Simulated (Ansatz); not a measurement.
# Na3PaF8 (I4/mmm): Hubbard U and Hund's J by constrained RPA

How strongly is the local Coulomb interaction screened in Na3PaF8 (I4/mmm)?

Program: Ansatz 0.2.0. Level of theory: non-magnetic LDA, then constrained RPA, plane waves, PAW. Results are calculated unless marked as measured.

**1. The structure**

Symmetry: I4/mmm, No. 139, tetragonal system. Conventional cell: a = 5.493 Å, b = 5.493 Å, c = 10.970 Å, α = 90.00°, β = 90.00°, γ = 90.00°. Na has 8 F at 2.46 Å nearest. Nearest to Na lie 8 F at 2.39 Å. Nearest to Pa lie 8 F at 2.21 Å. Nearest to F lie 1 Pa at 2.21 Å and 3 Na at 2.39 to 2.46 Å. Farther neighbours and most contacts between anions are not listed.

The cell and positions come from the Crystallography Open Database and are kept as given unless a step says otherwise. The program's search for lower electronic states was switched off, so nothing shows that the state found is the lowest. Spin-orbit coupling is left out unless a step names it. The default PAW set here is soft_2. Its files were made with PBE.

**2. LDA bands and orbital weights**

This step: DFT, LDA, plane waves, PAW.

The input, input.yaml:

```yaml
crystal:
  lattice:
    - [5.485, -2.7465, 2.7465]
    - [5.485, 2.7465, -2.7465]
    - [-5.485, 2.7465, 2.7465]
  atoms:
    - { symbol: Na, position: [0.75, 0.25, 0.5] }
    - { symbol: Na, position: [0.25, 0.75, 0.5] }
    - { symbol: Na, position: [0.5, 0.5, 0.0] }
    - { symbol: Pa, position: [0.0, 0.0, 0.0] }
    - { symbol: F, position: [0.3489, 0.3489, 0.4726] }
    - { symbol: F, position: [0.3489, 0.8763, 0.0] }
    - { symbol: F, position: [0.8763, 0.8763, 0.5274] }
    - { symbol: F, position: [0.8763, 0.3489, 0.0] }
    - { symbol: F, position: [0.6511, 0.1237, 0.0] }
    - { symbol: F, position: [0.6511, 0.6511, 0.5274] }
    - { symbol: F, position: [0.1237, 0.6511, 0.0] }
    - { symbol: F, position: [0.1237, 0.1237, 0.4726] }
kpoints:
  mp_grid: { grid: [8, 8, 8] }
  band_path:
    path:
      - [[0.0, 0.0, 0.0], [0.0, 0.0, 0.5], [0.25, 0.25, 0.25], [0.0, 0.5, 0.0], [0.0, 0.0, 0.0], [0.5, 0.5, -0.5], [0.31268245, 0.68731755, -0.31268245]]
      - [[-0.31268245, 0.31268245, 0.31268245], [0.0, 0.0, 0.0]]
      - [[0.0, 0.0, 0.5], [-0.1253649, 0.1253649, 0.5]]
      - [[0.5, 0.5, -0.1253649], [0.5, 0.5, -0.5]]
    npoints: 10
hamiltonian:
  xc: lda
scf:
  occupations: { method: gaussian, width: 0.08 }
  n_extra_bands: 21
  max_iter: 150
  lower_state_search: "off"
output:
  eigenvalues: true
  fatbands: true
  write_density: true
  write_potential: true
  elf: true
  volumetric_format: npy
```

Run with:

```console
ansatz run input.yaml --threads 8 --pin off --max-ram 18432MiB --backend cpu --events-out ev --progress --plain --runs-dir out
```

Numbers of over 12 decimals in the logs are rounded to 6 here.

Output:

```text
Pa: projections on atomic orbitals take those of the free atom [Xe 4f14 5d10] 5f2 6s2 6p6 6d1 7s2, of charge +0.00 (hamiltonian.pseudopotentials.projection_atoms); the dataset's partial waves leave at most 6.5e-5 of an orbital's norm unspanned inside its sphere
scf.n_extra_bands = 21 over 48 filled bands (N_el = 96.0): the run solves 69 bands
Engine: ansatz 0.2.0, aarch64-unknown-linux-gnu
Pseudopotentials: kind: paw
Pseudopotential: Na, paw, valence charge 9, recommended cutoff 420 eV (normal), Na.paw.azcp
Pseudopotential: Pa, paw, valence charge 13, recommended cutoff 420 eV (normal), Pa.paw.azcp
Pseudopotential: F, paw, valence charge 7, recommended cutoff 420 eV (normal), F.paw.azcp
Functional definition: SPW92
  exchange = slater_x
  correlation = pw_c
Crystal: 12 atoms, lattice volume = 165.499 Å³
Basis set: ecut = 420 eV, 3243 PW (Γ)
Bands: 69, of which v1, the nominal top of the filled ones, is band 48 counted from 1 (47 counted from 0)
Symmetry: 16 space group operations
Space group: I4/mmm (ITA 139), of the structure as read, at distance tolerance 5.5e-5 Å
k-points: 59 of 512
Non-local potential: Na, projectors of the file, l = 0: 3, l = 1: 2, l = 2: 1
Non-local potential: Pa, projectors of the file, l = 0: 3, l = 1: 2, l = 2: 2, l = 3: 3
Non-local potential: F, projectors of the file, l = 0: 2, l = 1: 2, l = 2: 1
PAW form: soft (Blöchl's): semilocal exchange-correlation on the pseudo side does not see the compensation charge
PAW frozen core: Na, regenerated for the run's functional, and the local potential with it (the file was generated under x = pbe(κ = 0.804, μ = 0.219515), c = pbe(β = 0.066725))
PAW frozen core: Pa, regenerated for the run's functional, and the local potential with it (the file was generated under x = pbe(κ = 0.804, μ = 0.219515), c = pbe(β = 0.066725))
PAW frozen core: F, regenerated for the run's functional, and the local potential with it (the file was generated under x = pbe(κ = 0.804, μ = 0.219515), c = pbe(β = 0.066725))
PAW one-centre angular grid: Na, 110 points (default); XC on 64 Gauss nodes
PAW one-centre angular grid: Pa, 590 points (default); XC on 64 Gauss nodes
PAW one-centre angular grid: F, 110 points (default); XC on 64 Gauss nodes
Initial density: superposition of atomic densities (neutral atoms: chi_scale 0, normalization atom), corrected by the library's trained network
Initial wavefunctions: pseudopotential atomic-orbital guess
Functional: x = slater, c = lda
SCF iter   1: F=—  HF=-24046.671069 eV  |F-HF|=—  |Δ(HF+E_count)|=         —  Δρ=2.07e-2  dr2=5.53e-1  ethr=1.77e-3  ⟨swp⟩=5.8  Hψ=16792  notcnv=0  defer=174
preconditioner: auto → Resta (q_TF=auto, 2.492 Å⁻¹)  ε∞=3.2  [insulator: Δε(μ)=3.953 eV  Ē_g=18.343 eV  σ=0.080 eV  W_gap=1.00  n_scr=36 (ndim 8)  ℏωp=27.1 eV  f_vac=0.169  D(μ)=0.00/eV (n_scr^D=0)  ε∞_Penn≈3.2]
SCF iter   2: F=—  HF=-24046.567311 eV  |F-HF|=—  |Δ(HF+E_count)|=   1.04e-1  Δρ=9.79e-3  dr2=1.59e-1  ethr=5.76e-4  ⟨swp⟩=2.0  Hψ=6484  notcnv=0  defer=779
SCF iter   3: F=—  HF=-24046.537049 eV  |F-HF|=—  |Δ(HF+E_count)|=   3.03e-2  Δρ=2.44e-3  dr2=8.38e-3  ethr=1.66e-4  ⟨swp⟩=2.0  Hψ=5140  notcnv=0  defer=779
SCF iter   4: F=—  HF=-24046.534677 eV  |F-HF|=—  |Δ(HF+E_count)|=   2.37e-3  Δρ=6.89e-4  dr2=5.87e-4  ethr=8.73e-6  ⟨swp⟩=2.0  Hψ=5040  notcnv=0  defer=779
SCF iter   5: F=—  HF=-24046.534670 eV  |F-HF|=—  |Δ(HF+E_count)|=   7.63e-6  Δρ=1.74e-4  dr2=9.42e-5  ethr=6.11e-7  ⟨swp⟩=2.0  Hψ=3773  notcnv=0  defer=779
SCF iter   6: F=—  HF=-24046.534736 eV  |F-HF|=—  |Δ(HF+E_count)|=   6.60e-5  Δρ=5.36e-5  dr2=4.99e-6  ethr=9.82e-8  ⟨swp⟩=2.1  Hψ=4646  notcnv=0  defer=779
SCF iter   7: F=—  HF=-24046.534739 eV  |F-HF|=—  |Δ(HF+E_count)|=   3.15e-6  Δρ=2.39e-5  dr2=1.50e-6  ethr=5.20e-9  ⟨swp⟩=2.0  Hψ=5330  notcnv=0  defer=779
SCF iter   8: F=-24046.534739 eV  HF=-24046.534739 eV  |F-HF|=2.05e-8  |Δ(HF+E_count)|=   1.35e-7  Δρ=4.51e-6  dr2=6.06e-8  ethr=1.04e-10  ⟨swp⟩=6.8  Hψ=16554  notcnv=0
SCF 1 converged in 8 iterations: F = -24046.534739 eV  dr2 = 6.06e-8
  greatest PAW one-centre occupation: 0.999 electrons in one spin orbital (limit 2), on the Na atom at site 2 (counted from 0), in its partial waves of l = 0
NSCF: frozen V_eff on 94 k-points
SCF converged after 8 iterations
Free energy (F): -24046.534739 eV
Harris-Foulkes:  -24046.534739 eV  (|F-HF|=2.05e-8)
Internal energy: -24046.534739 eV  (E = F + TS)
E sigma→0 (E₀):  -24046.534739 eV
Fermi energy:    3.947483 eV
--- Per-component energies (eV) ---
  E_band       = -1001.483766
  E_kinetic    = 2253.206095
  E_local      = -8998.494210  (includes V_loc(G=0)·N_el)
  E_nonlocal   = 1136.995088
  E_hartree    = 3250.357632
  E_xc         = -976.105349
  E_vxc        = -1139.812783  (∫ρ·V_xc dr)
  E_paw        = -14319.523206  (= ΣΔE_a)
  E_vpaw       = -754.110470  (= ΣTr[D̂ρ^β])
  E_aug_tail   = 0.016449  (compensation charges beyond the density's cutoff)
  E_ewald      = -6394.588118
  E_core_change = 1.600881  (= ΣΔE_core)
  E_smearing   = -0.000000  (= −TS)
  E_closure    = -0.000000  (closes the sum)
  Σ components = -24046.534739   (vs F -24046.534739, Δ=0.00e0)
--- Band table (eV; the first three rows and the last of 59) ---
  k-point 0: bands = [... 44 lower, 1.4112, 1.5774, 1.7331, 1.8034, 6.0961, 6.1435, 6.1435, 6.3059, ... 17 higher]
  k-point 1: bands = [... 44 lower, 1.4088, 1.5214, 1.6646, 1.7727, 6.1098, 6.1377, 6.1483, 6.3173, ... 17 higher]
  k-point 2: bands = [... 44 lower, 1.3840, 1.4091, 1.4803, 1.6927, 6.1322, 6.1438, 6.1593, 6.3246, ... 17 higher]
  k-point 58: bands = [... 44 lower, 1.5297, 1.5742, 1.5742, 1.7832, 6.1221, 6.1252, 6.1252, 6.2961, ... 17 higher]
```

It took 9.8 s on 8 threads of Arm Neoverse V2, shared host; peak memory 1.2 GiB.

Numbers from this step:

- filled bands: 48
- gap: 4.292 eV
- valence top at: Γ
- conduction bottom at: N
- least direct gap: 4.293 eV

The gap is indirect, with the least direct gap 0.001 eV higher.

The electronic bands at the labelled points (eV, zero at the Fermi level):

| point | band 45 | band 46 | band 47 | band 48 | band 49 | band 50 | band 51 | band 52 |
| --- | --- | --- | --- | --- | --- | --- | --- | --- |
| Γ | -2.54 | -2.37 | -2.21 | -2.14 | 2.15 | 2.20 | 2.20 | 2.36 |
| halfway | -2.56 | -2.54 | -2.47 | -2.25 | 2.18 | 2.20 | 2.21 | 2.38 |
| X | -2.74 | -2.70 | -2.48 | -2.45 | 2.19 | 2.23 | 2.25 | 2.35 |
| halfway | -2.69 | -2.68 | -2.51 | -2.48 | 2.20 | 2.22 | 2.25 | 2.35 |
| P | -2.69 | -2.59 | -2.59 | -2.51 | 2.21 | 2.21 | 2.25 | 2.36 |
| halfway | -2.66 | -2.61 | -2.51 | -2.41 | 2.18 | 2.22 | 2.22 | 2.35 |
| N | -2.62 | -2.52 | -2.41 | -2.30 | 2.15 | 2.20 | 2.23 | 2.33 |
| halfway | -2.50 | -2.47 | -2.35 | -2.21 | 2.17 | 2.18 | 2.21 | 2.37 |
| Γ | -2.54 | -2.37 | -2.21 | -2.14 | 2.15 | 2.20 | 2.20 | 2.36 |
| halfway | -2.46 | -2.40 | -2.28 | -2.19 | 2.16 | 2.19 | 2.19 | 2.35 |
| M | -2.42 | -2.37 | -2.37 | -2.16 | 2.17 | 2.18 | 2.18 | 2.35 |
| halfway | -2.47 | -2.44 | -2.35 | -2.23 | 2.17 | 2.18 | 2.19 | 2.37 |
| S | -2.57 | -2.57 | -2.36 | -2.29 | 2.15 | 2.20 | 2.22 | 2.34 |
| jump to S0 | -2.57 | -2.57 | -2.36 | -2.29 | 2.15 | 2.20 | 2.22 | 2.34 |
| halfway | -2.51 | -2.50 | -2.41 | -2.20 | 2.17 | 2.18 | 2.22 | 2.36 |
| Γ | -2.54 | -2.37 | -2.21 | -2.14 | 2.15 | 2.20 | 2.20 | 2.36 |
| jump to X | -2.74 | -2.70 | -2.48 | -2.45 | 2.19 | 2.23 | 2.25 | 2.35 |
| halfway | -2.75 | -2.69 | -2.48 | -2.45 | 2.19 | 2.22 | 2.24 | 2.35 |
| R | -2.67 | -2.67 | -2.47 | -2.45 | 2.19 | 2.21 | 2.24 | 2.36 |
| jump to G | -2.67 | -2.67 | -2.47 | -2.45 | 2.19 | 2.21 | 2.24 | 2.36 |
| halfway | -2.52 | -2.42 | -2.40 | -2.32 | 2.18 | 2.18 | 2.20 | 2.38 |
| M | -2.42 | -2.37 | -2.37 | -2.16 | 2.17 | 2.18 | 2.18 | 2.35 |

Of the projections kept (Pa 6d, Pa 5f, F 2p), the largest for each band there; the rest of the weight can lie on other orbitals:

| point | band 45 | band 46 | band 47 | band 48 | band 49 | band 50 | band 51 | band 52 |
| --- | --- | --- | --- | --- | --- | --- | --- | --- |
| Γ | F 2p 0.99 | F 2p 1.00 | F 2p 1.00 | F 2p 1.00 | Pa 5f 0.91 | Pa 5f 0.91 | Pa 5f 0.91 | Pa 5f 0.88 |
| X | F 2p 0.89 | F 2p 0.90 | F 2p 1.00 | F 2p 0.98 | Pa 5f 0.91 | Pa 5f 0.91 | Pa 5f 0.90 | Pa 5f 0.90 |
| P | F 2p 0.89 | F 2p 0.96 | F 2p 0.96 | F 2p 0.99 | Pa 5f 0.90 | Pa 5f 0.90 | Pa 5f 0.90 | Pa 5f 0.89 |
| N | F 2p 0.99 | F 2p 0.97 | F 2p 1.00 | F 2p 0.99 | Pa 5f 0.91 | Pa 5f 0.91 | Pa 5f 0.91 | Pa 5f 0.90 |
| Γ | F 2p 0.99 | F 2p 1.00 | F 2p 1.00 | F 2p 1.00 | Pa 5f 0.91 | Pa 5f 0.91 | Pa 5f 0.91 | Pa 5f 0.88 |
| M | F 2p 0.99 | F 2p 1.00 | F 2p 1.00 | F 2p 1.00 | Pa 5f 0.91 | Pa 5f 0.91 | Pa 5f 0.91 | Pa 5f 0.90 |

ELF in the ac plane of the conventional cell at fractional y = 0.000, with atoms of Na and Pa within 0.2 Å of it. It is the smooth field of the valence electrons, not physical close to the nuclei.

Values, 24 rows by 15 columns, each cell a mean:
```
0.24 0.58 0.73 0.32 0.05 0.02 0.01 0.00 0.01 0.01 0.03 0.15 0.59 0.72 0.35
0.78 0.65 0.36 0.10 0.04 0.03 0.02 0.01 0.01 0.02 0.04 0.06 0.22 0.53 0.74
0.42 0.23 0.09 0.06 0.04 0.03 0.02 0.01 0.01 0.02 0.04 0.05 0.06 0.15 0.35
0.04 0.04 0.04 0.04 0.03 0.02 0.03 0.09 0.06 0.02 0.03 0.04 0.04 0.04 0.04
0.01 0.02 0.02 0.02 0.02 0.09 0.39 0.52 0.48 0.21 0.02 0.02 0.02 0.02 0.01
0.00 0.01 0.01 0.01 0.02 0.32 0.56 0.36 0.48 0.50 0.09 0.01 0.01 0.01 0.00
0.00 0.00 0.00 0.00 0.02 0.26 0.56 0.46 0.53 0.45 0.07 0.01 0.00 0.00 0.00
0.00 0.00 0.01 0.01 0.01 0.04 0.23 0.39 0.32 0.11 0.01 0.01 0.01 0.01 0.00
0.00 0.01 0.01 0.02 0.02 0.01 0.01 0.02 0.01 0.01 0.02 0.02 0.02 0.01 0.00
0.10 0.04 0.01 0.02 0.02 0.02 0.01 0.01 0.01 0.01 0.02 0.02 0.01 0.02 0.07
0.53 0.38 0.08 0.01 0.01 0.01 0.01 0.00 0.01 0.01 0.01 0.01 0.02 0.23 0.50
0.35 0.57 0.28 0.01 0.01 0.01 0.00 0.00 0.00 0.01 0.01 0.01 0.10 0.52 0.46
0.47 0.55 0.21 0.01 0.01 0.01 0.01 0.00 0.00 0.01 0.01 0.01 0.07 0.45 0.53
0.40 0.22 0.03 0.01 0.02 0.01 0.01 0.01 0.01 0.01 0.02 0.02 0.01 0.11 0.34
0.03 0.01 0.01 0.02 0.02 0.02 0.01 0.01 0.01 0.01 0.02 0.02 0.02 0.01 0.02
0.00 0.01 0.01 0.02 0.02 0.01 0.03 0.09 0.06 0.02 0.01 0.02 0.01 0.01 0.00
0.00 0.00 0.01 0.01 0.01 0.10 0.40 0.52 0.48 0.23 0.02 0.01 0.01 0.00 0.00
0.00 0.00 0.00 0.00 0.02 0.33 0.57 0.36 0.48 0.51 0.10 0.00 0.00 0.00 0.00
0.01 0.01 0.01 0.01 0.02 0.25 0.55 0.46 0.53 0.43 0.06 0.01 0.01 0.01 0.01
0.01 0.02 0.03 0.03 0.02 0.04 0.22 0.39 0.32 0.10 0.02 0.03 0.03 0.03 0.02
0.11 0.06 0.05 0.05 0.04 0.02 0.01 0.02 0.01 0.02 0.03 0.04 0.05 0.05 0.09
0.63 0.40 0.15 0.06 0.05 0.03 0.02 0.01 0.01 0.03 0.04 0.05 0.09 0.27 0.56
0.66 0.68 0.51 0.16 0.04 0.03 0.01 0.01 0.01 0.02 0.03 0.08 0.35 0.64 0.67
0.09 0.51 0.80 0.40 0.05 0.02 0.01 0.00 0.00 0.01 0.02 0.18 0.69 0.73 0.20
```
Columns run along a (5.5 Å), rows up along c (11.0 Å), edges of the conventional cell, whose origin can differ from the input's. Atoms in or near the plane, at fractional coordinates: Na at (0.50, 0.25), Na at (0.50, 0.75), Na at (0.00, 0.50), Pa at (0.00, 0.00).

Electrostatic potential energy in the ac plane of the conventional cell at fractional y = 0.000, with atoms of Na and Pa within 0.2 Å of it. With pseudopotentials it is smooth inside the atoms' cores, unlike the true potential.

Ten even steps from '_' (-60 eV) to '@' (10 eV), each cell a mean:
```
__..==##@@@@@@@@@@@@@@%%++::__
--==**%%@@@@@@@@@@@@@@@@##++--
##%%%%@@@@@@@@@@@@@@@@@@@@%%##
@@@@@@@@@@@@@@@@@@@@@@@@@@@@@@
@@@@@@@@@@@@##++**%%@@@@@@@@@@
@@@@@@@@@@%%--__..**@@@@@@@@@@
@@@@@@@@@@%%==..::##@@@@@@@@@@
@@@@@@@@@@@@%%##%%@@@@@@@@@@@@
@@@@@@@@@@@@@@@@@@@@@@@@@@@@@@
@@@@@@@@@@@@@@@@@@@@@@@@@@@@@@
++##@@@@@@@@@@@@@@@@@@@@@@%%**
__--%%@@@@@@@@@@@@@@@@@@@@**..
..++%%@@@@@@@@@@@@@@@@@@@@##::
##%%@@@@@@@@@@@@@@@@@@@@@@@@%%
@@@@@@@@@@@@@@@@@@@@@@@@@@@@@@
@@@@@@@@@@@@@@@@@@@@@@@@@@@@@@
@@@@@@@@@@@@##++**%%@@@@@@@@@@
@@@@@@@@@@%%--__..**@@@@@@@@@@
@@@@@@@@@@%%==..::##@@@@@@@@@@
@@@@@@@@@@@@%%##%%@@@@@@@@@@@@
%%@@@@@@@@@@@@@@@@@@@@@@@@@@@@
**##%%@@@@@@@@@@@@@@@@@@%%##**
..::++%%@@@@@@@@@@@@@@%%##==..
____--##@@@@@@@@@@@@@@%%++..__
```
Columns run along a (5.5 Å; values clipped at the 3rd and 97th percentile), rows up along c (11.0 Å), edges of the conventional cell, whose origin can differ from the input's. Atoms in or near the plane, at fractional coordinates: Na at (0.50, 0.25), Na at (0.50, 0.75), Na at (0.00, 0.50), Pa at (0.00, 0.00).

[end of part 1 of 2]

[Paths, hosts, dates, memory and timing lines, banners, echoed tables and standing remarks are left out of the program output.]

[Logs are printed without paths, hosts, clocks, repeated set-up lines and the standing remarks that a program may print on its own settings, such as how far it seeks lower states.]

[Runs of the session that timed out or met a known fault of the program may be left out.]

[Hosts, paths, dates, database ids (printed as entryN), source tags and the programs' standing remarks are cut or masked in the printed files.]
